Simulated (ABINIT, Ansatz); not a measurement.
# MoS2 (P6_3/mmc): one start, several treatments of the self-energy, part 2 of 2

Aim: compare treatments of exchange, screening and correlation for the gap of MoS2 (P6_3/mmc).

ABINIT 10.8.3; PBE and many-body steps on it, plane waves. Known limits of the many-body steps: not at the basis limit; no spin-orbit coupling; coarse k mesh.

So far. Step 5 (G0W0, Engel-Farid plasmon pole): Against G0W0 in ABINIT (6×6×1 mesh, 244 bands, screening to 176.9 eV, Godby-Needs plasmon pole), the gap moves by +0.033 eV. Step 6 (G0W0, von der Linden-Horsch plasmon pole): Against G0W0 in ABINIT (6×6×1 mesh, 244 bands, screening to 176.9 eV, Godby-Needs plasmon pole), the gap moves by +0.022 eV.

The database entry behind the starting cell differs from later determinations by our own check (about 0.3 % long), so it need not match the best structure at ambient conditions.

## (7) One-shot Hartree-Fock

This step: one-shot Hartree-Fock on PBE, plane waves, norm-conserving pseudopotentials.

run.abi

```
acell 3*1.0 Angstrom
rprim 
  3.169000000004 -0.000000000001 0.000000000000
  -1.584500000001 2.744434504597 0.000000000000
  0.000000000000 0.000000000000 12.324000000000
ntypat 2
znucl 42 16
natom 6
typat 1 1 2 2 2 2
xred 
  0.333333333333 0.666666666667 0.250000000000
  0.666666666667 0.333333333333 0.750000000000
  0.333333333333 0.666666666667 0.623000000000
  0.666666666667 0.333333333333 0.123000000000
  0.333333333333 0.666666666667 0.877000000000
  0.666666666667 0.333333333333 0.377000000000
pp_dirpath "pseudos"
pseudos "Mo.upf, S.upf"
ecut 36
ngkpt 6 6 1
nshiftk 1
shiftk 0 0 0
kptopt 1
chksymbreak 0
istwfk *1
occopt 1
irdwfk 1
optdriver 4
nband 30
gwcalctyp 5
ecutsigx 36
symsigma 1
nkptgw 3
kptgw 
  0.0000000000 0.0000000000 0.0000000000
  0.1666666667 0.1666666667 0.0000000000
  0.3333333333 0.3333333333 0.0000000000
bdgw 
  25 28
  25 28
  25 28
ixc_sigma 40
fftgw 31
indata_prefix "in"
outdata_prefix "out"
tmpdata_prefix "tmp"
```

On the command line:

```
$ OMP_NUM_THREADS=1 mpirun -n 4 abinit run.abi > log
```

Numbers of over 12 decimals in the logs are rounded to 6 here.

The program printed:

```text
.Version 10.8.3 of ABINIT. v10.8.2 released Aug 2026.

 Symmetries : space group P6_3/m m c (#194); Bravais hP (primitive hexag.)
[... echo of the input left out ...]
== DATASET  1 ==================================================================
-   mpi_nproc: 4, omp_nthreads: 1 (-1 if OMP is not activated)

--- !DatasetInfo
iteration_state: {dtset: 1, }
dimensions: {natom: 6, nkpt: 7, mband: 30, nsppol: 1, nspinor: 1, nspden: 1, mpw: 7481, }
cutoff_energies: {ecut:  36.0, pawecutdg:  -1.0, }
[...]
Band     E0 <VxcDFT>   SigX SigC(E0)      Z dSigC/dE  Sig(E)    E-E0       E
[...]
27   9.486 -17.609 -13.378   0.000   1.000   0.000 -13.378   4.231  13.717
       28   9.486 -17.609 -13.378   0.000   1.000   0.000 -13.378   4.231  13.717

== END DATASET(S) ==============================================================
================================================================================

 -outvars: echo values of variables after computation  --------
           etotal      0.0000000000E+00
            nband          30
             nkpt           7
          spgroup         194
 [... the other variables as echoed above ...]

 Calculation completed.
```

Run time: 5.3 s. Hardware: 4 MPI ranks of Arm Neoverse V2, shared host; peak memory 0.69 GiB; 21 s of CPU time.

Numbers from this step:

| Property | Result |
| --- | --- |
| quasiparticle gap on the points computed | 5.659 eV |
| starting gap on the mesh | 0.8887 eV |
| k of the valence top | 0, 0, 0 |
| k of the conduction bottom | 0.1667, 0.1667, 0 |
| least direct quasiparticle gap on the computed points | 6.459 eV |

Against G0W0 in ABINIT (6×6×1 mesh, 244 bands, screening to 176.9 eV, Godby-Needs plasmon pole), the gap moves by +4.440 eV.

## (8) Screening, 6×6×1 mesh, 244 bands, screening to 176.9 eV

This step: RPA screening on PBE, plane waves, norm-conserving pseudopotentials.

run.abi, as its differences from that of step 7:

```diff
@@ -27,18 +27,13 @@
 irdwfk 1
-optdriver 4
-nband 30
-gwcalctyp 5
-ecutsigx 36
-symsigma 1
-nkptgw 3
-kptgw 
-  0.0000000000 0.0000000000 0.0000000000
-  0.1666666667 0.1666666667 0.0000000000
-  0.3333333333 0.3333333333 0.0000000000
-bdgw 
-  25 28
-  25 28
-  25 28
-ixc_sigma 40
-fftgw 31
+optdriver 3
+nband 244
+ecuteps 6.5
+inclvkb 2
+awtr 1
+symchi 1
+gwcalctyp 2
+nfreqre 16
+freqremax 40 eV
+nfreqim 8
+spmeth 0
 indata_prefix "in"
```

The program printed:

```text
.Version 10.8.3 of ABINIT. v10.8.2 released Aug 2026.

 Symmetries : space group P6_3/m m c (#194); Bravais hP (primitive hexag.)
[... echo of the input left out ...]
== DATASET  1 ==================================================================
-   mpi_nproc: 4, omp_nthreads: 1 (-1 if OMP is not activated)

--- !DatasetInfo
iteration_state: {dtset: 1, }
dimensions: {natom: 6, nkpt: 7, mband: 244, nsppol: 1, nspinor: 1, nspden: 1, mpw: 7481, }
cutoff_energies: {ecut:  36.0, pawecutdg:  -1.0, }
electrons: {nelect:   5.20000000E+01, charge:   0.00000000E+00, occopt:   1.00000000E+00, tsmear:   1.00000000E-02, }

 SCREENING: Calculation of the susceptibility and dielectric matrices

 Based on a program developped by R.W. Godby, V. Olevano, G. Onida, and L. Reining.
 Incorporated in ABINIT by V. Olevano, G.-M. Rignanese, and M. Torrent.
.Using double precision arithmetic ; gwpc =  8

[... cell and pseudopotentials left out ...]
--------------------------------------------------------------------------------

 ==== K-mesh for the wavefunctions ====
 Number of points in the irreducible wedge :     7
[... list of points left out ...]
 Together with 24 symmetry operations and time-reversal symmetry
 yields    36 points in the full Brillouin Zone.

 ==== Q-mesh for the screening function ====
 Number of points in the irreducible wedge :     7
[... list of points left out ...]
 Together with 24 symmetry operations and time-reversal symmetry
 yields    36 points in the full Brillouin Zone.

 setmesh: FFT mesh size selected  =    20x   20x   90
          total number of points  =        36000

 vcoul_init : cutoff-mode = AUXILIARY_FUNCTION
 q-points for optical limit:   1
     1)      0.000010    0.000020    0.000030

- screening: taking advantage of time-reversal symmetry
- Maximum band index for partially occupied states nbvw = 26
- Remaining bands to be divided among processors   nbcw = 218
- Number of bands treated by each node ~54

 Number of electrons calculated from density =   52.0000; Expected =   52.0000
 average of density, n =  0.071892
 r_s =    1.4919
 omega_plasma =   25.8640 [eV]

 calculating chi0 at frequencies [eV] :
  1    0.000000E+00    0.000000E+00
  2    2.666667E+00    0.000000E+00
  3    5.333333E+00    0.000000E+00
[...]
23    0.000000E+00    6.587109E+01
 24    0.000000E+00    9.274721E+01

--------------------------------------------------------------------------------
  q-point number  1        q = ( 0.000000, 0.000000, 0.000000) [r.l.u.]
--------------------------------------------------------------------------------
[... chi0 elements left out ...]
  [... further frequencies ...]

 No. of calculated frequencies >  15, stop printing
 For q-point:  0.000010 0.000020 0.000030
  dielectric constant =  14.4560
  dielectric constant without local fields =  16.2976

  Average fulfillment of the sum rule on Im[epsilon] for q-point    1 :     83.54  [%]
[... wings left out ...]
  q-point number  2        q = ( 0.166667, 0.000000, 0.000000) [r.l.u.]
--------------------------------------------------------------------------------
[... chi0 elements left out ...]
  [... further frequencies ...]

 No. of calculated frequencies >  15, stop printing
  Average fulfillment of the sum rule on Im[epsilon] for q-point    2 :     85.18  [%]

 [... 5 further q-points ...]
```

Run time: 36 min. Hardware: 4 MPI ranks; peak memory 2.5 GiB; 2.4 h of CPU time.

This step gave:

| Quantity | Value |
| --- | --- |
| ε∞ with local fields, on this mesh, along the program's q direction | 14.46 |
| the same without local fields | 16.30 |
| plasma frequency | 25.86 eV |
| plane waves in the screening matrix | 573 |

## (9) G0W0, contour deformation

This step: G0W0 on PBE, plane waves, norm-conserving pseudopotentials.

run.abi, as its differences from that of step 8:

```diff
@@ -27,13 +27,19 @@
 irdwfk 1
-optdriver 3
+optdriver 4
 nband 244
+gwcalctyp 2
+ecutsigx 36
+symsigma 1
+nkptgw 3
+kptgw 
+  0.0000000000 0.0000000000 0.0000000000
+  0.1666666667 0.1666666667 0.0000000000
+  0.3333333333 0.3333333333 0.0000000000
+bdgw 
+  25 28
+  25 28
+  25 28
 ecuteps 6.5
-inclvkb 2
-awtr 1
-symchi 1
-gwcalctyp 2
-nfreqre 16
-freqremax 40 eV
-nfreqim 8
-spmeth 0
+irdscr 1
+gwmem 01
 indata_prefix "in"
```

The program printed:

```text
.Version 10.8.3 of ABINIT. v10.8.2 released Aug 2026.

 Symmetries : space group P6_3/m m c (#194); Bravais hP (primitive hexag.)
[... echo of the input left out ...]
== DATASET  1 ==================================================================
-   mpi_nproc: 4, omp_nthreads: 1 (-1 if OMP is not activated)

--- !DatasetInfo
iteration_state: {dtset: 1, }
dimensions: {natom: 6, nkpt: 7, mband: 244, nsppol: 1, nspinor: 1, nspden: 1, mpw: 7481, }
cutoff_energies: {ecut:  36.0, pawecutdg:  -1.0, }
[...]
Band     E0 <VxcDFT>   SigX SigC(E0)      Z dSigC/dE  Sig(E)    E-E0       E
[...]
28   9.486 -17.609 -13.378  -3.525   0.726  -0.377 -17.096   0.512   9.999
       28   0.000   0.000   0.000  -0.000   0.000   0.000  -0.000  -0.000  -0.000

== END DATASET(S) ==============================================================
================================================================================

 -outvars: echo values of variables after computation  --------
           etotal      0.0000000000E+00
            nband         244
             nkpt           7
          spgroup         194
 [... the other variables as echoed above ...]

 Calculation completed.
```

Run time: 99 s. Hardware: 4 MPI ranks; peak memory 2 GiB; 6.6 min of CPU time.

Numbers from this step:

```
G0W0 gap on the points computed              : 1.206 eV
starting gap on the mesh                     : 0.8887 eV
k of the valence top                         : 0, 0, 0
k of the conduction bottom                   : 0.1667, 0.1667, 0
least direct G0W0 gap on the computed points : 2.064 eV
```

Against G0W0 in ABINIT (6×6×1 mesh, 244 bands, screening to 176.9 eV, Godby-Needs plasmon pole), the gap moves by −0.013 eV.

## (10) Side by side

Times are wall times on 4 MPI ranks of Arm Neoverse V2, shared host, good to a factor of about two. A run's time includes the screening step that it read.

```csv
run,mesh,bands,screening cutoff (eV),DFT gap (eV),gap on the mesh (eV),direct (eV),ε∞ used,time
"G0W0, Godby-Needs plasmon pole",6×6×1,244,176.9,0.889,1.219,2.138,14.46,7.2 min
"G0W0, Engel-Farid plasmon pole",6×6×1,244,176.9,0.889,1.252,2.180,14.46,5.8 min
"G0W0, von der Linden-Horsch plasmon pole",6×6×1,244,176.9,0.889,1.241,2.241,14.46,5.7 min
one-shot Hartree-Fock,6×6×1,-,-,0.889,5.659,6.459,-,5.3 s
"G0W0, contour deformation",6×6×1,244,176.9,0.889,1.206,2.064,14.46,38 min
```

## (11) Results

| Item | Value |
| --- | --- |
| G0W0, Godby-Needs plasmon pole | 1.219 eV |
| G0W0, Engel-Farid plasmon pole | 1.252 eV |
| G0W0, von der Linden-Horsch plasmon pole | 1.241 eV |
| one-shot Hartree-Fock | 5.659 eV |
| G0W0, contour deformation | 1.206 eV |
| known limits | not at the basis limit; no spin-orbit coupling; coarse k mesh |

G0W0, Engel-Farid plasmon pole: +0.033 eV against G0W0, Godby-Needs plasmon pole. G0W0, von der Linden-Horsch plasmon pole: +0.022 eV against G0W0, Godby-Needs plasmon pole. One-shot Hartree-Fock: +4.440 eV against G0W0, Godby-Needs plasmon pole. G0W0, contour deformation: −0.013 eV against G0W0, Godby-Needs plasmon pole. Bare exchange alone opens the gap to 5.66 eV; against G0W0, correlation takes back 4.44 eV. Bands and cutoff are finite, so the gap is not at the basis limit. The miss can reach some tenths of an eV and take either sign; the mesh is an error of its own. In the G0W0 runs levels were corrected at 3 k points alone, so a gap called «on the mesh» is the least over those, and an edge elsewhere would be missed. The 6×6×1 mesh is coarse for this cell, which bears on the long-range parts of exchange and screening. The many-body steps are scalar-relativistic: spin-orbit coupling is not in them.

[Paths, hosts, dates, memory and timing lines, banners, echoed tables and standing remarks are left out of the program output.]

[Logs are printed without paths, hosts, clocks, repeated set-up lines and the standing remarks that a program may print on its own settings, such as how far it seeks lower states.]

[Runs of the session that timed out or met a known fault of the program may be left out.]

[Hosts, paths, dates, database ids (printed as entryN), source tags and the programs' standing remarks are cut or masked in the printed files.]

[G0W0 gaps are taken among the corrected bands and points alone; a level outside them can change the order at an edge.]

[Where Ansatz stands beside ABINIT at settings called matched, ABINIT's density can come from a denser mesh and the files from another edition; pairs whose starting gaps differed by over 0.03 eV were left out, so agreement reads better than it is.]
